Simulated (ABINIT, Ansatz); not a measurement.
Planning a run of ABINIT 10.8.3 on CaC2 (Immm). The input:

```
acell 3*1.0 Angstrom
rprim 
  -1.894876555000 2.443261230000 2.680131180000
  1.894876555000 -2.443261230000 2.680131180000
  1.894876555000 2.443261230000 -2.680131180000
ntypat 2
znucl 20 6
natom 3
typat 1 2 2
xred 
  0.000000000000 0.000000000000 0.000000000000
  0.371239070000 0.500000000000 0.871239070000
  0.628760930000 0.500000000000 0.128760930000
pp_dirpath "pseudos"
pseudos "Ca.upf, C.upf"
ecut 37
iscf -2
irdden 1
kptopt 0
nkpt 92
kpt 
  0.00000000 0.00000000 0.00000000
  0.06250000 0.06250000 -0.06250000
  0.12500000 0.12500000 -0.12500000
  0.18750000 0.18750000 -0.18750000
  0.25000000 0.25000000 -0.25000000
  0.31250000 0.31250000 -0.31250000
  0.37500000 0.37500000 -0.37500000
  0.43750000 0.43750000 -0.43750000
  0.50000000 0.50000000 -0.50000000
  0.48437067 0.51562933 -0.48437067
  0.46874135 0.53125865 -0.46874135
  0.45311202 0.54688798 -0.45311202
  0.43748270 0.56251731 -0.43748270
  0.42185337 0.57814663 -0.42185337
  0.40622404 0.59377596 -0.40622404
  0.39059472 0.60940528 -0.39059472
  0.37496539 0.62503461 -0.37496539
  -0.37496539 0.37496539 0.37496539
  -0.32809472 0.32809472 0.32809472
  -0.28122404 0.28122404 0.28122404
  -0.23435337 0.23435337 0.23435337
  -0.18748270 0.18748270 0.18748270
  -0.14061202 0.14061202 0.14061202
  -0.09374135 0.09374135 0.09374135
  -0.04687067 0.04687067 0.04687067
  0.00000000 0.00000000 0.00000000
  0.05722034 -0.05722034 0.05722034
  0.11444069 -0.11444069 0.11444069
  0.17166103 -0.17166103 0.17166103
  0.22888138 -0.22888138 0.22888138
  0.28610172 -0.28610172 0.28610172
  0.34332207 -0.34332207 0.34332207
  0.40054241 -0.40054241 0.40054241
  0.45776276 -0.45776276 0.45776276
  0.54223724 0.45776276 -0.45776276
  0.53695758 0.46304241 -0.46304241
  0.53167793 0.46832207 -0.46832207
  0.52639828 0.47360172 -0.47360172
  0.52111862 0.47888138 -0.47888138
  0.51583896 0.48416104 -0.48416104
  0.51055931 0.48944069 -0.48944069
  0.50527966 0.49472035 -0.49472035
  0.50000000 0.50000000 -0.50000000
  0.00000000 0.00000000 0.00000000
  0.00000000 0.06250000 0.00000000
  0.00000000 0.12500000 0.00000000
  0.00000000 0.18750000 0.00000000
  0.00000000 0.25000000 0.00000000
  0.00000000 0.31250000 0.00000000
  0.00000000 0.37500000 0.00000000
  0.00000000 0.43750000 0.00000000
  0.00000000 0.50000000 0.00000000
  0.03125000 0.46875000 0.03125000
  0.06250000 0.43750000 0.06250000
  0.09375000 0.40625000 0.09375000
  0.12500000 0.37500000 0.12500000
  0.15625000 0.34375000 0.15625000
  0.18750000 0.31250000 0.18750000
  0.21875000 0.28125000 0.21875000
  0.25000000 0.25000000 0.25000000
  0.28125000 0.21875000 0.21875000
  0.31250000 0.18750000 0.18750000
  0.34375000 0.15625000 0.15625000
  0.37500000 0.12500000 0.12500000
  0.40625000 0.09375000 0.09375000
  0.43750000 0.06250000 0.06250000
  0.46875000 0.03125000 0.03125000
  0.50000000 0.00000000 0.00000000
  0.43750000 0.00000000 0.00000000
  0.37500000 0.00000000 0.00000000
  0.31250000 0.00000000 0.00000000
  0.25000000 0.00000000 0.00000000
  0.18750000 0.00000000 0.00000000
  0.12500000 0.00000000 0.00000000
  0.06250000 0.00000000 0.00000000
  0.00000000 0.00000000 0.00000000
  0.00000000 0.00000000 0.06250000
  0.00000000 0.00000000 0.12500000
  0.00000000 0.00000000 0.18750000
  0.00000000 0.00000000 0.25000000
  0.00000000 0.00000000 0.31250000
  0.00000000 0.00000000 0.37500000
  0.00000000 0.00000000 0.43750000
  0.00000000 0.00000000 0.50000000
  0.03125000 0.03125000 0.46875000
  0.06250000 0.06250000 0.43750000
  0.09375000 0.09375000 0.40625000
  0.12500000 0.12500000 0.37500000
  0.15625000 0.15625000 0.34375000
  0.18750000 0.18750000 0.31250000
  0.21875000 0.21875000 0.28125000
  0.25000000 0.25000000 0.25000000
istwfk *1
nband 16
nbdbuf 2
tolwfr 1e-08
nstep 40
prtwf 0
prtvol 0
indata_prefix "in"
outdata_prefix "out"
tmpdata_prefix "tmp"
```

```sh
OMP_NUM_THREADS=1 mpirun -n 4 abinit run.abi > log
```

Q: How long will it take on 4 MPI ranks of Arm Neoverse V1, shared host, and how much memory?

It took 38 s; on shared hardware allow 19 s to 77 s. Peak host memory was 0.33 GiB.

[Paths, hosts, dates, memory and timing lines, banners, echoed tables and standing remarks are left out of the program output.]

[Logs are printed without paths, hosts, clocks, repeated set-up lines and the standing remarks that a program may print on its own settings, such as how far it seeks lower states.]

[Runs of the session that timed out or met a known fault of the program may be left out.]

[Hosts, paths, dates, database ids (printed as entryN), source tags and the programs' standing remarks are cut or masked in the printed files.]

[G0W0 gaps are taken among the corrected bands and points alone; a level outside them can change the order at an edge.]

[Where Ansatz stands beside ABINIT at settings called matched, ABINIT's density can come from a denser mesh and the files from another edition; pairs whose starting gaps differed by over 0.03 eV were left out, so agreement reads better than it is.]
